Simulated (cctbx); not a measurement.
**Interatomic vectors of Gd2Ti4Al6Au**

Space group R-3m (no. 166), a = 4.1870 Å, b = 4.1870 Å, c = 50.6380 Å, α = 90.00°, β = 90.00°, γ = 120.00°, content Au3 Gd6 Ti12 Al18.

Simulated single-crystal data (cctbx): Mo Kα, λ = 0.71073 Å, to d = 0.7 Å, 50 % of the full sphere, strongest reflection 70000 counts, noise from counting, a 6 % proportional error and a noise floor of 2 counts (s.d.); no absorption.

Patterson synthesis, origin scaled to 1000:

```text
Patterson group R -3 m :H
      u       v       w   height  length (A)
  0.000   0.000   0.000   1000.0     0.00
  0.000   0.000   0.433    739.7    21.92
  0.000   0.000   0.134    441.5     6.80
  0.000   0.000   0.298    259.1    15.08
  0.000   0.000   0.268    184.0    13.56
  0.000   0.000   0.380    133.7    19.26
  0.000   0.000   0.248    131.6    12.54
  0.000   0.000   0.166    121.4     8.41
  0.000   0.000   0.051    117.0     2.59
  0.000   0.000   0.186    115.1     9.44
  0.000   0.000   0.319    110.9    16.14
  0.000   0.000   0.486     62.3    24.62
  0.000   0.000   0.115     55.3     5.81
  0.000   0.000   0.455     41.1    23.06
```

Q: Assign the vectors.

A peak at u stands for all pairs with xi − xj = u, with weight Σ ZiZj against Σ Z² = 52149 at the origin. Peak heights follow these weights only roughly, since form factors, motion and series ripples differ, all vectors within 0.55 Å of a peak are counted as merged into it though the farther ones add only part of their weight, and F(000) is left out, which lowers the whole map:

| u | v | w | shortest length (Å) | height | 1000 ΣZiZj/ΣZ² | pairs in the cell |
| --- | --- | --- | --- | --- | --- | --- |
| 0.000 | 0.000 | 0.433 | 5.60 | 740 | 744 | 6 × Au–Gd, 6 × Gd–Ti |
| 0.000 | 0.000 | 0.134 | 6.79 | 442 | 530 | 3 × Gd–Gd, 6 × Au–Ti, 6 × Ti–Ti, 12 × Al–Al |
| 0.000 | 0.000 | 0.298 | 3.01 | 259 | 324 | 12 × Gd–Ti |
| 0.000 | 0.000 | 0.268 | 4.10 | 184 | 247 | 6 × Au–Ti, 3 × Ti–Ti, 6 × Al–Al |
| 0.000 | 0.000 | 0.380 | 3.38 | 134 | 201 | 12 × Gd–Al, 3 × Al–Al |
| 0.000 | 0.000 | 0.248 | 4.95 | 132 | 211 | 12 × Gd–Al, 6 × Al–Al |
| 0.000 | 0.000 | 0.166 | 8.41 | 121 | 162 | 6 × Gd–Ti |
| 0.000 | 0.000 | 0.051 | 2.58 | 117 | 184 | 6 × Au–Al, 12 × Ti–Al |
| 0.000 | 0.000 | 0.186 | 7.84 | 115 | 184 | 6 × Au–Al, 12 × Ti–Al |
| 0.000 | 0.000 | 0.319 | 2.52 | 111 | 184 | 6 × Au–Al, 12 × Ti–Al |

The table stops at ten peaks or at a height of 45, below which ripples compete. In the model behind the data Au, the heaviest element, has 1 independent site: (0, 0, 0), up to an allowed shift of origin. No listed peak is a Au–Au vector, so the position follows from the cell content and the cross vectors. The whole model:

| atom | mult. | x | y | z | Ueq (Å²) |
| --- | --- | --- | --- | --- | --- |
| Au1 | 3 | 0 | 0 | 0 | 0.0058 |
| Gd1 | 6 | 2/3 | 1/3 | 0.8999 | 0.0070 |
| Ti1 | 6 | 1/3 | 2/3 | 0.9337 | 0.0069 |
| Ti2 | 6 | 0 | 0 | 0.8637 | 0.0077 |
| Al1 | 6 | 0 | 0 | 0.9484 | 0.0121 |
| Al2 | 6 | 1/3 | 2/3 | 0.9834 | 0.0147 |
| Al3 | 6 | 1/3 | 2/3 | 0.8526 | 0.0129 |

The model is made up (kin elements in a known structure type, no relaxation), so it says nothing on whether the phase exists.

[Logs are printed without paths, hosts, clocks, repeated set-up lines and the standing remarks that a program may print on its own settings, such as how far it seeks lower states.]
